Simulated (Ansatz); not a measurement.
# 1T-CdBrI bilayer (like faces together) in a perpendicular field, part 4 of 4

Wanted: the out-of-plane response of the 1T-CdBrI bilayer (like faces together). A positive field points along +c.

Ansatz 0.2.0; plane-wave DFT, LDA, Ansatz PAW (the session's first sound run).

So far, equivalent conductor thickness p/(ε₀AE) (Å): step 9 (response, atoms held, LDA) 10.00; step 12 (response at this level, LDA) 10.00; step 15 (PBE) 9.92; step 18 (r2SCAN) 9.70; step 22 (HSE06) 9.66.

### Step 23. Varying the input

This step: plane-wave DFT, LDA, Ansatz PAW (Ansatz 0.2.0).

A run with a changed input: it repeats the earlier run at 0.05 V/Å with basis.ecutrho_ratio to 12, scf.eigensolver.kind to davidson, basis.precision to f64, scf.occupations.width from 0.02585 removed and scf.occupations.method from fermi_dirac to tetrahedron.

input.yaml

```yaml
crystal:
  lattice:
    - [4.0479484307, 0.0, 0.0]
    - [-2.0239742153, 3.5056261742, 0.0]
    - [0.0, 0.0, 27.3723339227]
  atoms:
    - { symbol: I, position: [0.6666666667, 0.3333333333, 0.3287991453] }
    - { symbol: Cd, position: [0.0, 0.0, 0.3921290833] }
    - { symbol: Br, position: [0.3333333333, 0.6666666667, 0.4463829077] }
    - { symbol: I, position: [0.0, 0.0, 0.6712008547] }
    - { symbol: Cd, position: [0.3333333333, 0.6666666667, 0.6078714782] }
    - { symbol: Br, position: [0.6666666667, 0.3333333333, 0.5536014659] }
kpoints:
  mp_grid: { grid: [12, 12, 1] }
  band_path:
    path: [[0, 0, 0], [0.5, 0, 0], [0.33333333, 0.33333333, 0], [0, 0, 0]]
    npoints: 16
hamiltonian:
  xc: lda
scf:
  occupations: { method: tetrahedron }
  convergence: { dr2_threshold: 1.0e-10 }
  eigensolver: { kind: davidson }
efield:
  axis: 3
  dipole_correction: true
  ramp_position: 0.97
  ramp_width: 0.06
  amplitude: 0.05
output:
  write_potential: true
  write_density: true
  volumetric_format: npy
basis:
  ecutrho_ratio: 12
  precision: f64
```

On the command line:

```bash
$ ansatz run input.yaml --threads 4 --pin off --max-ram 12288MiB --backend cpu --events-out ev --progress --plain --runs-dir out
```

Numbers of over 12 decimals in the logs are rounded to 6 here.

Log:

```text
[...]
davidson cushion auto → on  (no smearing: the cushion is to keep the highest requested band from converging to the state above it; pin scf.eigensolver.cushion to override)
Crystal: 6 atoms, lattice volume = 388.430 Å³
Basis set: ecut = 420 eV, 7603 PW (Γ)
Bands: 53, of which v1, the nominal top of the filled ones, is band 44 counted from 1 (43 counted from 0)
Symmetry: 6 space group operations
[...]
k-points: 19 of 144 (time reversal used)
[...]
SCF iter  12: F=-36339.087474 eV  HF=-36339.087474 eV  |F-HF|=1.46e-11  |Δ(HF+E_count)|=  6.55e-11  Δρ=1.05e-7  dr2=4.45e-11  ethr=2.87e-12 (applied; sched 1.00e-12)  p=0.040 e·Å  D=1.85e-2 V/Å  ΔV_dip=-0.51 eV  dr2_dipole=1.22e-13  V_vac-E_F(+/−)=6.57/5.81 eV  ⟨swp⟩=3.3  Hψ=2347  notcnv=0
SCF 1 converged in 12 iterations: F = -36339.087474 eV  dr2 = 4.45e-11
[...]
SCF converged after 12 iterations
[...]
Free energy (F): -36339.087474 eV
[...]
Internal energy: -36339.087474 eV  (E = F + TS)
E sigma→0 (E₀):  -36339.087474 eV
Fermi energy:    -0.354199 eV
Dipole field:    D = 0.018470 V/Å  (p = 0.039648 e·Å, saw-weighted, corrected)
Work function:   not extracted (applied field tilts the vacuum); planar V_es + V_field profile in the machine report
[...]
--- Band table (eV; the first three rows and the last of 19) ---
  k-point 0: bands = [... 40 lower, -0.4387, -0.4387, -0.3542, -0.3542, 1.8656, 2.6297, 3.9569, 4.0926, ... 5 higher]
  k-point 1: bands = [... 40 lower, -0.7555, -0.6722, -0.4846, -0.4002, 2.1503, 2.7715, 4.2816, 4.4124, ... 5 higher]
  k-point 2: bands = [... 40 lower, -1.3801, -1.1495, -0.5971, -0.5109, 2.6835, 2.9776, 4.6443, 4.7852, ... 5 higher]
  k-point 18: bands = [... 40 lower, -1.6756, -1.6277, -1.1918, -1.1540, 2.8116, 2.9084, 5.4839, 5.4929, ... 5 higher]
```

Wall time 40 s (4 threads of Intel Xeon Platinum 8175M at 2.50GHz (Skylake/Cascade Lake), shared host); peak memory 1.3 GiB; 2.6 min of CPU time.

Numbers from this step:

| Item | Value |
| --- | --- |
| gap on the k-mesh | 2.220 eV |
| dipole along the normal | 0.03965 e·Å |
| gap along the path | 2.220 eV |
| smallest direct gap along the path | 2.220 eV |
| gap, the smaller of path and mesh | 2.220 eV |

The electronic bands at the labelled points (eV, zero at the Fermi level):

```
  point  band 41  band 42  band 43  band 44  band 45  band 46  band 47  band 48
      Γ    -0.08    -0.08     0.00     0.00     2.22     2.98     4.31     4.45
halfway    -1.27    -0.82    -0.37    -0.28     3.16     3.31     4.83     5.18
      M    -0.98    -0.77    -0.59    -0.46     2.39     2.58     4.80     5.05
halfway    -1.17    -0.97    -0.88    -0.74     2.89     3.00     5.58     5.84
      K    -1.32    -1.27    -0.84    -0.80     3.17     3.26     5.84     5.85
halfway    -1.13    -1.00    -0.77    -0.49     3.34     3.45     5.47     5.66
      Γ    -0.08    -0.08     0.00     0.00     2.22     2.98     4.31     4.45
```

```
                               quantity  this run  earlier run  difference
          dipole along the normal (e·Å)   0.03965      0.03965     -1.1e-6
                gap along the path (eV)     2.220        2.220     -1.2e-5
smallest direct gap along the path (eV)     2.220        2.220     -1.2e-5
                 gap on the k-mesh (eV)     2.220        2.220     -1.2e-5
```

Nothing in the table moves by 0.01 in its unit (for the dipole 0.5 % and 5e-5 e·Å).

### Step 24. Varying the input

Another changed input: it repeats the earlier run at 0.05 V/Å with scf.n_extra_bands to 4 and scf.convergence.dr2_threshold from 1e-10 to 1e-05.

Changes to input.yaml since step 23:

```diff
@@ -20,5 +20,5 @@
 scf:
-  occupations: { method: tetrahedron }
-  convergence: { dr2_threshold: 1.0e-10 }
-  eigensolver: { kind: davidson }
+  occupations: { method: fermi_dirac, width: 0.02585 }
+  convergence: { dr2_threshold: 1.0e-05 }
+  n_extra_bands: 4
 efield:
@@ -33,4 +33 @@
   volumetric_format: npy
-basis:
-  ecutrho_ratio: 12
-  precision: f64
```

Log:

```text
[...]
Crystal: 6 atoms, lattice volume = 388.430 Å³
Basis set: ecut = 420 eV, 7603 PW (Γ)
Bands: 48, of which v1, the nominal top of the filled ones, is band 44 counted from 1 (43 counted from 0)
Symmetry: 6 space group operations
[...]
k-points: 19 of 144 (time reversal used)
[...]
SCF iter   7: F=-36339.087520 eV  HF=-36339.087520 eV  |F-HF|=4.18e-7  |Δ(HF+E_count)|=   5.85e-7  Δρ=1.53e-5  dr2=1.15e-6  ethr=1.14e-8  p=0.040 e·Å  D=1.85e-2 V/Å  ΔV_dip=-0.51 eV  dr2_dipole=3.20e-10  V_vac-E_F(+/−)=5.44/4.69 eV  ⟨swp⟩=6.7  Hψ=2886  notcnv=0
SCF 1 converged in 7 iterations: F = -36339.087520 eV  dr2 = 1.15e-6
[...]
SCF converged after 7 iterations
Free energy (F): -36339.087520 eV
[...]
Internal energy: -36339.087520 eV  (E = F + TS)
E sigma→0 (E₀):  -36339.087520 eV
Fermi energy:    0.769467 eV
Dipole field:    D = 0.018457 V/Å  (p = 0.039619 e·Å, saw-weighted, corrected)
Work function:   not extracted (applied field tilts the vacuum); planar V_es + V_field profile in the machine report
[...]
--- Band table (eV; the first three rows and the last of 19) ---
  k-point 0: bands = [... 40 lower, -0.4397, -0.4397, -0.3553, -0.3553, 1.8647, 2.6287, 3.9560, 4.0916]
  k-point 1: bands = [... 40 lower, -0.7565, -0.6734, -0.4856, -0.4013, 2.1494, 2.7705, 4.2807, 4.4113]
  k-point 2: bands = [... 40 lower, -1.3812, -1.1505, -0.5981, -0.5120, 2.6826, 2.9766, 4.6434, 4.7843]
  k-point 18: bands = [... 40 lower, -1.6766, -1.6287, -1.1928, -1.1550, 2.8106, 2.9073, 5.4830, 5.4919]
```

Run time: 25 s. Hardware: 4 threads; peak memory 1 GiB; 97 s of CPU time.

```
                               quantity  this run  earlier run  difference
          dipole along the normal (e·Å)   0.03962      0.03965     -3.0e-5
                gap along the path (eV)     2.220        2.220      1.9e-4
smallest direct gap along the path (eV)     2.220        2.220      1.9e-4
                 gap on the k-mesh (eV)     2.220        2.220      1.9e-4
```

Nothing in the table moves by 0.01 in its unit (for the dipole 0.5 % and 5e-5 e·Å). The run took 7 SCF cycles against 12.

The change did no harm here.

### Step 25. What came out

| Item | Value |
| --- | --- |
| gap without field | 2.26 eV |
| ionisation energy, upper face | 6.24 eV |
| electron affinity, upper face | 3.98 eV |
| equivalent conductor thickness, atoms held | 10.00 Å |
| equivalent conductor thickness, LDA | 10.00 Å |
| equivalent conductor thickness, PBE | 9.92 Å |
| equivalent conductor thickness, r2SCAN | 9.70 Å |
| equivalent conductor thickness, HSE06 | 9.66 Å |

The induced dipole equals that of a perfect conductor 10.00 Å thick, while the outer atoms lie 9.37 Å apart; an out-of-plane ε follows only once a thickness t is chosen, by 1 − 1/ε = 10.00 Å / t. The gap goes from 2.26 eV to 1.94 eV at 0.3 V/Å. Across the functionals the thickness runs from 9.66 to 10.00 Å; those runs use a coarser k-mesh, so they are to be compared with each other. Semilocal functionals give gaps that are too small, and excitons are not included. Spin-orbit coupling is left out, which matters for the bands of elements this heavy.

[Logs are printed without paths, hosts, clocks, repeated set-up lines and the standing remarks that a program may print on its own settings, such as how far it seeks lower states.]

[Hosts, paths, dates, database ids (printed as entryN), source tags and the programs' standing remarks are cut or masked in the printed files.]

[Maps of the electrostatic potential energy from Ansatz leave out the sawtooth potential of an applied field or a dipole correction, so their vacuum need not be flat; planar profiles and work functions include it.]
